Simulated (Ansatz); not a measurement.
**Si2Mo (I4/mmm): phonon-mediated transition temperature**

Wanted: λ, ω_log and Tc of Si2Mo (I4/mmm). The cell shown first is a relaxed one, from steps not shown here.

Calculated with Ansatz 0.2.0; DFT PBE, scalar-relativistic, plane waves, PAW; PAW set soft_1.

Most raw output is cut from this account.

## Step 1: The cell after earlier relaxation steps

Symmetry: I4/mmm, No. 139, tetragonal system. The conventional cell has a = 3.217 Å, b = 3.217 Å, c = 7.873 Å, α = 90.00°, β = 90.00°, γ = 90.00°. Si has 5 Si at 2.60 to 2.64 Å and 5 Mo at 2.62 to 2.64 Å nearest. Nearest to Mo lie 10 Si at 2.62 to 2.64 Å. Farther neighbours are not listed.

## Step 2: Resistivity: q 3×3×3, k 9×9×9, scattering 16×16×16

The run that gives the couplings also evaluates McMillan's and Allen and Dynes's formulas and, where asked, the Eliashberg equations, over a range of μ*.

Input file input.yaml:

```yaml
crystal:
  lattice:
    - [-1.6085100514, 1.6085100514, 3.9364916117]
    - [1.6085100514, -1.6085100514, 3.9364916117]
    - [1.6085100514, 1.6085100514, -3.9364916117]
  atoms:
    - { symbol: Si, position: [0.3351179542, 0.3351179542, 0.0] }
    - { symbol: Si, position: [0.6648820458, 0.6648820458, 0.0] }
    - { symbol: Mo, position: [0.0, 0.0, 0.0] }
kpoints:
  mp_grid: { grid: [9, 9, 9] }
hamiltonian:
  xc: pbe
  pseudopotentials: { kind: paw, azcp: { folder: soft_1 } }
scf:
  occupations: { method: methfessel_paxton, width: 0.2 }
output:
  eigenvalues: true
phonons:
  method: dfpt
  qmesh: [3, 3, 3]
  temperatures: { t_max: 1000, t_step: 50 }
  qpath:
    path:
      - [0.0, 0.0, 0.0]
      - [0.0, 0.0, 0.5]
      - [0.25, 0.25, 0.25]
      - [0.0, 0.5, 0.0]
      - [0.0, 0.0, 0.0]
      - [0.5, 0.5, -0.5]
    npoints: 6
  electrical_resistivity:
    mesh: [16, 16, 16]
    temperatures: [20.0, 50.0, 80.0, 100.0, 150.0, 200.0, 273.0, 300.0, 400.0, 500.0, 600.0, 800.0]
  superconductivity: { mesh: [16, 16, 16] }
```

Command:

```sh
> ansatz run input.yaml --threads 16 --pin off --max-ram 92160MiB --backend cuda --events-out ev --progress --plain --runs-dir out --max-vram 78GiB
```

Run time: 25 s. Hardware: 1 × NVIDIA GB200 with 16 threads of Arm Neoverse V2, shared host; peak memory 3.2 GiB; 3 min of CPU time.

This step gave:

* volume per atom: 13.58 Å³/atom
* metallic on mesh: yes
* gap on the k-mesh: 0 eV
* zero-point energy: 0.1572 eV/cell
* share of imaginary modes in the plain interpolation between solved wavevectors: 0
* highest frequency, solved or plainly interpolated: 447.9 cm⁻¹
* Debye temperature (second moment): 543 K
* resistivity at 300 K: 16.46 μΩ cm, mean of the axes
* coupling constant λ: 0.09004
* density of states at the Fermi level: 0.13 states/eV a spin and cell
* log mean phonon energy ħω_log: 28.91 meV
* transport coupling constant λ_tr: 0.08638, 0.08638, 0.09099 (xx, yy, zz)
* Drude plasma energy: 2.172, 2.172, 2.716 eV (xx, yy, zz)
* resistivity times mean free path: 58.56, 58.56, 42.56 × 10⁻¹⁶ Ω m² (xx, yy, zz)
* second-moment phonon energy ħω₂: 34.39 meV

An empty cell: under 1 mK by a formula, or no transition down to the floor of the Eliashberg search. Transition temperatures:

```csv
μ*,McMillan Tc (K),Allen–Dynes Tc (K)
0.08,-,-
0.1,-,-
0.12,-,-
0.13,-,-
0.14,-,-
0.16,-,-
0.2,-,-
```

## Step 3: Resistivity: q 4×4×4, k 12×12×12, scattering 20×20×20

The next rung changes the q mesh, which sets the reach of the force constants and couplings; the k mesh of the density and its response; the scattering mesh, which samples the Fermi surface.

Changes to input.yaml since step 2:

```diff
@@ -10,3 +10,3 @@
 kpoints:
-  mp_grid: { grid: [9, 9, 9] }
+  mp_grid: { grid: [12, 12, 12] }
 hamiltonian:
@@ -20,3 +20,3 @@
   method: dfpt
-  qmesh: [3, 3, 3]
+  qmesh: [4, 4, 4]
   temperatures: { t_max: 1000, t_step: 50 }
@@ -32,4 +32,4 @@
   electrical_resistivity:
-    mesh: [16, 16, 16]
+    mesh: [20, 20, 20]
     temperatures: [20.0, 50.0, 80.0, 100.0, 150.0, 200.0, 273.0, 300.0, 400.0, 500.0, 600.0, 800.0]
-  superconductivity: { mesh: [16, 16, 16] }
+  superconductivity: { mesh: [20, 20, 20] }
```

Wall time 61 s (1 × NVIDIA GB200 with 16 threads); peak memory 5.6 GiB.

This step gave:

- zero-point energy: 0.1573 eV/cell
- highest frequency, solved or plainly interpolated: 448.8 cm⁻¹
- resistivity at 300 K: 16.44 μΩ cm, mean of the axes
- coupling constant λ: 0.088
- density of states at the Fermi level: 0.1216 states/eV a spin and cell
- log mean phonon energy ħω_log: 29.11 meV
- transport coupling constant λ_tr: 0.0832, 0.0832, 0.08759 (xx, yy, zz)
- Drude plasma energy: 2.131, 2.131, 2.683 eV (xx, yy, zz)
- resistivity times mean free path: 61.89, 61.89, 43.82 × 10⁻¹⁶ Ω m² (xx, yy, zz)
- second-moment phonon energy ħω₂: 34.70 meV

An empty cell: under 1 mK by a formula, or no transition down to the floor of the Eliashberg search. Transition temperatures:

```csv
μ*,McMillan Tc (K),Allen–Dynes Tc (K)
0.08,-,-
0.1,-,-
0.12,-,-
0.13,-,-
0.14,-,-
0.16,-,-
0.2,-,-
```

## Step 4: Coupling and resistivity: q 6×6×6, k 18×18×18, scattering 24×24×24

Changes to input.yaml since step 3:

```diff
@@ -10,3 +10,3 @@
 kpoints:
-  mp_grid: { grid: [12, 12, 12] }
+  mp_grid: { grid: [18, 18, 18] }
 hamiltonian:
@@ -20,3 +20,3 @@
   method: dfpt
-  qmesh: [4, 4, 4]
+  qmesh: [6, 6, 6]
   temperatures: { t_max: 1000, t_step: 50 }
@@ -32,4 +32,4 @@
   electrical_resistivity:
-    mesh: [20, 20, 20]
+    mesh: [24, 24, 24]
     temperatures: [20.0, 50.0, 80.0, 100.0, 150.0, 200.0, 273.0, 300.0, 400.0, 500.0, 600.0, 800.0]
-  superconductivity: { mesh: [20, 20, 20] }
+  superconductivity: { mesh: [24, 24, 24] }
```

Run time: 8.1 min. Hardware: 1 × NVIDIA GB200 with 16 threads; peak memory 17 GiB; 25 min of CPU time.

This step gave:

* zero-point energy: 0.1574 eV/cell
* highest frequency, solved or plainly interpolated: 443.4 cm⁻¹
* resistivity at 300 K: 17.19 μΩ cm, mean of the axes
* coupling constant λ: 0.09267
* log mean phonon energy ħω_log: 29.84 meV
* transport coupling constant λ_tr: 0.0892, 0.0892, 0.08988 (xx, yy, zz)
* Drude plasma energy: 2.164, 2.164, 2.67 eV (xx, yy, zz)
* resistivity times mean free path: 60.69, 60.69, 44.11 × 10⁻¹⁶ Ω m² (xx, yy, zz)
* second-moment phonon energy ħω₂: 35.48 meV

An empty cell: under 1 mK by a formula, or no transition down to the floor of the Eliashberg search. Transition temperatures:

```csv
μ*,McMillan Tc (K),Allen–Dynes Tc (K)
0.08,-,-
0.1,-,-
0.12,-,-
0.13,-,-
0.14,-,-
0.16,-,-
0.2,-,-
```

Eliashberg function α²F against phonon energy; read off at these points:

```csv
phonon energy (meV),α²F,α²F tr
0.2,0,0
1.5,0,0
3.3,2.0e-4,0
4.6,6.0e-4,1.0e-4
6.3,0.0014,5.0e-4
7.6,0.0022,0.0012
9.4,0.0038,0.0029
10.7,0.0052,0.0047
12.0,0.007,0.0068
13.7,0.0095,0.0097
15.0,0.0112,0.0111
16.8,0.0132,0.0124
18.1,0.0143,0.0129
19.8,0.0163,0.0137
21.1,0.0182,0.0148
22.4,0.021,0.0173
24.2,0.0194,0.0169
25.5,0.0197,0.0154
27.2,0.0251,0.0201
28.5,0.0365,0.0358
30.3,0.0338,0.0301
31.6,0.0429,0.0403
32.5,0.107,0.115
33.3,0.0719,0.068
33.8,0.0849,0.0766
34.6,0.0149,0.0234
35.9,0.0154,0.0197
37.3,0.085,0.109
37.7,0.0731,0.0885
39.0,0.0508,0.0569
40.7,0.0275,0.0207
42.0,0.0179,0.0091
43.8,0.026,0.018
45.1,0.0632,0.0662
46.4,0.0656,0.0801
48.1,0.0418,0.0803
49.5,0.0012,0.0012
51.2,0.191,0.174
51.6,0.197,0.154
52.5,0.0922,0.0555
52.9,0.101,0.0455
54.2,0.0079,0.006
55.6,0.001,0.001
```

The Eliashberg function α²F has structure finer than the step of the table below, so its rows give means over 2 meV, whole bins alone (the curve runs from 0.218 to 55.6 meV). Peaks (meV: height): α²F 32.5: 0.107, 33.8: 0.0849, 37.3: 0.085, 45.5: 0.0691, 51.6: 0.197, 52.9: 0.101; Si 32.5: 0.068, 33.8: 0.057, 37.3: 0.0759, 45.5: 0.0522, 51.6: 0.188, 52.9: 0.095; Mo 29.4: 0.0326, 32.5: 0.0395, 33.8: 0.0279, 37.3: 0.0091, 46.8: 0.0178, 51.6: 0.0084.

The Eliashberg function α²F by phonon energy; means over each step:

```csv
phonon energy (meV),α²F,Si,Mo
2,2.4e-5,4.2e-6,2.4e-5
4,4.5e-4,1.6e-4,2.9e-4
6,0.00122,4.4e-4,7.8e-4
8,0.00251,9.2e-4,0.00159
10,0.00447,0.00162,0.00286
12,0.00707,0.00251,0.00456
14,0.00990,0.00341,0.00649
16,0.0123,0.00402,0.00823
18,0.0143,0.00439,0.00993
20,0.0166,0.00455,0.0121
22,0.0200,0.00455,0.0155
24,0.0201,0.00403,0.0161
26,0.0211,0.00386,0.0172
28,0.0311,0.00573,0.0254
30,0.0361,0.0132,0.0229
32,0.0629,0.0387,0.0242
34,0.0488,0.0328,0.0160
36,0.0222,0.0180,0.00418
38,0.0662,0.0594,0.00684
40,0.0373,0.0341,0.00316
42,0.0203,0.0167,0.00359
44,0.0326,0.0247,0.00784
46,0.0649,0.0486,0.0163
48,0.0430,0.0327,0.0104
50,0.0250,0.0236,0.00135
52,0.124,0.118,0.00632
54,0.0209,0.0190,0.00183
```

## Step 5: Results

```json
{
  "meshes": "q 6×6×6, k 18×18×18, scattering 24×24×24",
  "coupling constant λ": "0.0927",
  "log mean phonon energy ħω_log": "29.8 meV"
}
```

What this shows: In the last run (PBE, q 6×6×6, k 18×18×18, scattering 24×24×24), with λ = 0.093 and ħω_log = 29.8 meV, Tc at μ* = 0.13 is under 1 mK by the formulas. In that run Allen and Dynes's formula gives no transition above 0.05 K at μ* = 0.10 or more. The run's transport test calls it not converged in the mesh; ρ(300 K) moves by 6 % in the component that moves most. Over the runs, λ takes the values 0.0900, 0.088 and 0.0927, in the order shown. μ* is a typed number, phonons are harmonic, and spin fluctuations are left out; with λ this near or under μ*(1 + 0.62 λ), the formulas give Tc only to its order of magnitude, or none.

[Logs are printed without paths, hosts, clocks, repeated set-up lines and the standing remarks that a program may print on its own settings, such as how far it seeks lower states.]

[Hosts, paths, dates, database ids (printed as entryN), source tags and the programs' standing remarks are cut or masked in the printed files.]
